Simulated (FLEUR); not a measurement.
# Collinear magnetic orders of 1 ML Fe on Ta(001), 1 substrate layers with FLEUR, part 2 of 2

A self-consistent run ends on one state, which hangs on the start. Several orders of 1 ML Fe on Ta(001), 1 substrate layers are started in FLEUR and their energies compared.

FLEUR MaX-R8.1; LDA (VWN); all-electron FLAPW film, Dirac cores, scalar-relativistic bands.

So far, largest spin moment in the muffin-tin sphere (μB): step 2 (run 1 (ferro +)) 2.19; step 3 (start 2: antiferro q=(1/2,1/2,0) +-) 2.34; step 4 (start 3: antiferro q=(0,1/2,0) +-) 2.21.

### 7. Spin–orbit coupling, moments along z

Spin–orbit coupling ties the spins to the lattice and lets orbital moments form.

A new self-consistent run of the start antiferro q=(0,1/2,0) +-, with the moments along z. The k list default-1 (kpts.xml, not shown) is a Γ-centred 8×4×1 mesh.

inp.xml reads:

```
<?xml version="1.0" encoding="UTF-8" standalone="no"?>
<fleurInput fleurInputVersion="0.39">
   <comment>
      TaFe
   </comment>
   <calculationSetup>
      <cutoffs Kmax="3.6" Gmax="10.8" GmaxXC="10.8" numbands="166"/>
      <scfLoop itmax="120" minDistance="0.00002" maxIterBroyd="15" imix="Anderson" alpha="0.03" precondParam="0.0" spinf="2.0" sdNocoIR="T"/>
      <coreElectrons ctail="T" frcor="F" kcrel="0" coretail_lmax="0"/>
      <xcFunctional name="vwn" relativisticCorrections="F"/>
      <magnetism jspins="2"/>
      <soc l_soc="T" theta="0.0" phi="0.0" spav="F"/>
      <expertModes spex="0" secvar="F"/>
      <geometryOptimization l_f="F" forcealpha="1.0" forcemix="BFGS" epsdisp="0.00001" epsforce="0.00001"/>
      <ldaU l_linMix="F" mixParam="0.05" spinf="1.0"/>
   </calculationSetup>
   <cell>
      <bzIntegration valenceElectrons="86.0" mode="hist" fermiSmearingEnergy="0.00293995">
         <kPointListSelection listName="default-1"/>
         <xi:include xmlns:xi="http://www.w3.org/2001/XInclude" href="kpts.xml"> </xi:include>
      </bzIntegration>
      <xi:include xmlns:xi="http://www.w3.org/2001/XInclude" href="sym.xml"> </xi:include>
      <filmLattice scale="1.0" dVac="8.14" dTilda="10.64">
         <bravaisMatrixFilm>
            <row-1>    6.2409339100589758     0.0000000000000000</row-1>
            <row-2>    0.0000000000000000    12.4818678201179516</row-2>
         </bravaisMatrixFilm>
         <vacuumEnergyParameters vacuum="1" spinUp="-.25" spinDown="-.25"/>
         <vacuumEnergyParameters vacuum="2" spinUp="-.25" spinDown="-.25"/>
      </filmLattice>
   </cell>
   <atomSpecies>
      <species name="Tantalum (Ta)" element="Ta" atomicNumber="73">
         <mtSphere radius="2.41" gridPoints="797" logIncrement="0.017"/>
         <atomicCutoffs lmax="10" lnonsphr="8"/>
         <electronConfig flipSpins="F">
            <coreConfig>(1s1/2) (2s1/2) (2p1/2) (2p3/2) (3s1/2) (3p1/2) (3p3/2) (4s1/2) (3d3/2) (3d5/2) (4p1/2) (4p3/2) (4d3/2) (4d5/2)</coreConfig>
            <valenceConfig>(5s1/2) (5p1/2) (5p3/2) (6s1/2) (4f5/2) (4f7/2) (5d3/2) (5d5/2)</valenceConfig>
            <stateOccupation state="(5d3/2)" spinUp="0.600000" spinDown="0.600000"/>
            <stateOccupation state="(5d5/2)" spinUp="0.900000" spinDown="0.900000"/>
         </electronConfig>
         <energyParameters s="6" p="6" d="5" f="5"/>
         <lo type="SCLO" l="0" n="5" eDeriv="0"/>
         <lo type="SCLO" l="1" n="5" eDeriv="0"/>
         <lo type="SCLO" l="3" n="4" eDeriv="0"/>
      </species>
      <species name="Iron (Fe) 2.800" element="Fe" atomicNumber="26">
         <mtSphere radius="2.41" gridPoints="797" logIncrement="0.015"/>
         <atomicCutoffs lmax="10" lnonsphr="8"/>
         <electronConfig flipSpins="F">
            <coreConfig>(1s1/2) (2s1/2) (2p1/2) (2p3/2)</coreConfig>
            <valenceConfig>(3s1/2) (3p1/2) (3p3/2) (4s1/2) (3d3/2) (3d5/2)</valenceConfig>
            <stateOccupation state="(3d3/2)" spinUp="1.4" spinDown="1.0"/>
            <stateOccupation state="(3d5/2)" spinUp="3.0" spinDown="0.6"/>
         </electronConfig>
         <energyParameters s="4" p="4" d="3" f="4"/>
         <lo type="SCLO" l="0" n="3" eDeriv="0"/>
         <lo type="SCLO" l="1" n="3" eDeriv="0"/>
      </species>
      <species name="Iron (Fe) -2.800" element="Fe" atomicNumber="26">
         <mtSphere radius="2.41" gridPoints="797" logIncrement="0.015"/>
         <atomicCutoffs lmax="10" lnonsphr="8"/>
         <electronConfig flipSpins="F">
            <coreConfig>(1s1/2) (2s1/2) (2p1/2) (2p3/2)</coreConfig>
            <valenceConfig>(3s1/2) (3p1/2) (3p3/2) (4s1/2) (3d3/2) (3d5/2)</valenceConfig>
            <stateOccupation state="(3d3/2)" spinUp="1.0" spinDown="1.4"/>
            <stateOccupation state="(3d5/2)" spinUp="0.6" spinDown="3.0"/>
         </electronConfig>
         <energyParameters s="4" p="4" d="3" f="4"/>
         <lo type="SCLO" l="0" n="3" eDeriv="0"/>
         <lo type="SCLO" l="1" n="3" eDeriv="0"/>
      </species>
   </atomSpecies>
   <atomGroups>
      <atomGroup species="Tantalum (Ta)">
         <filmPos label="                   1">.0000000000 .0000000000 -1.2616489630</filmPos>
         <filmPos label="                   2">.0000000000 1.000/2.000 -1.2616489630</filmPos>
         <force calculate="T" relaxXYZ="TTT"/>
      </atomGroup>
      <atomGroup species="Iron (Fe) 2.800">
         <filmPos label="                   3">1.000/2.000 1.000/4.000 1.2616489630</filmPos>
         <force calculate="T" relaxXYZ="TTT"/>
      </atomGroup>
      <atomGroup species="Iron (Fe) -2.800">
         <filmPos label="                   4">1.000/2.000 -1.000/4.000 1.2616489630</filmPos>
         <force calculate="T" relaxXYZ="TTT"/>
      </atomGroup>
   </atomGroups>
   <output dos="F" band="F" slice="F">
      <bandDOS minEnergy="-.5*Htr" maxEnergy="0.5*Htr" sigma="0.015" storeEVData="T"/>
      <plotting iplot="0" polar="F">
         <plot TwoD="T" vec1="  1.0  0.0  0.0" vec2="  0.0  1.0  0.0" vec3="  0.0  0.0  1.0" zero="  0.0  0.0 -0.5" file="plot"/>
      </plotting>
      <moessbauerParams electricFieldGradient="F" isomerShift="F" coreHyperfine="F" valenceHyperfine="F"/>
   </output>
</fleurInput>
```

crystal.txt reads:

```
TaFe
&input film=T cartesian=F /
3.30256000000  0.00000000000  0.00000000000
0.00000000000  6.60512000000  0.00000000000
0.00000000000  0.00000000000  1.00000000000
1.8897261246
1.0 1.0 1.0

4
73 0.00000000000  0.00000000000  -1.26164896296
73 0.00000000000  0.50000000000  -1.26164896296
26 0.50000000000  0.25000000000  1.26164896296 : 2.800
26 0.50000000000  0.75000000000  1.26164896296 : -2.800

&soc 0.0000000 0.0000000 /
&kpt div1=8 div2=4 div3=1 gamma=T /
```

Run with:

```sh
> OMP_NUM_THREADS=1 inpgen -f crystal.txt > inpgen.log  # inp.xml is then edited as shown
> OMP_NUM_THREADS=1 mpirun -n 2 fleur_MPI > fleur.log
```

Wall time 14 min (2 MPI ranks of Arm Neoverse V1, shared host); peak memory 0.79 GiB.

Spin moment in the muffin-tin sphere by atom:

```csv
atom,spin moment in the muffin-tin sphere (μB)
Ta1,0.00
Ta2,0.00
Fe3,2.22
Fe4,-2.22
```

This step gave:

| Item | Value |
| --- | --- |
| free energy | -919058.0562 eV |
| program's band gap on this mesh (in a metal only a level spacing) | 0 eV |
| magnetization | 0 μB |
| final state | antiferromagnetic |
| orbital moment along the spin | 0.1280 μB |

Orbital moment in the sphere, along the spin axis by atom:

```csv
atom,"orbital moment in the sphere, along the spin axis (μB)"
Ta1,0.000
Ta2,0.000
Fe3,0.128
Fe4,-0.128
```

### 8. Results

| Quantity | Value |
| --- | --- |
| lowest state found | antiferromagnetic (typed antiferro q=(0,1/2,0) +-) |
| largest site spin moment | 2.21 μB |
| next finished state | antiferromagnetic, 32.7 meV a seeded atom higher |
| energy gained by spin polarisation | 195 meV a seeded atom |
| orbital moment on the atom of largest spin, along its spin (spin–orbit run) | 0.128 μB |

What this shows: The lowest state found is antiferromagnetic, reached from the start antiferro q=(0,1/2,0) +-, with moments up to 2.21 μB. The next finished state costs 33 meV a seeded atom. The orbital moment is parallel to the spin. This is the lowest of 4 finished starts, no proof of the ground state. With one substrate layer the cell is a free-standing, unrelaxed film and no surface.

[Logs and program files are shortened in this print: banners, set-up blocks, solver, clock and traceback lines can be left out without a mark of their own.]

[Logs are printed without paths, hosts, clocks, repeated set-up lines and the standing remarks that a program may print on its own settings, such as how far it seeks lower states.]

[Hosts, paths, dates, database ids (printed as entryN), source tags and the programs' standing remarks are cut or masked in the printed files.]

[Where a cell is said to come from a database of computed structures, the database is the Materials Project.]
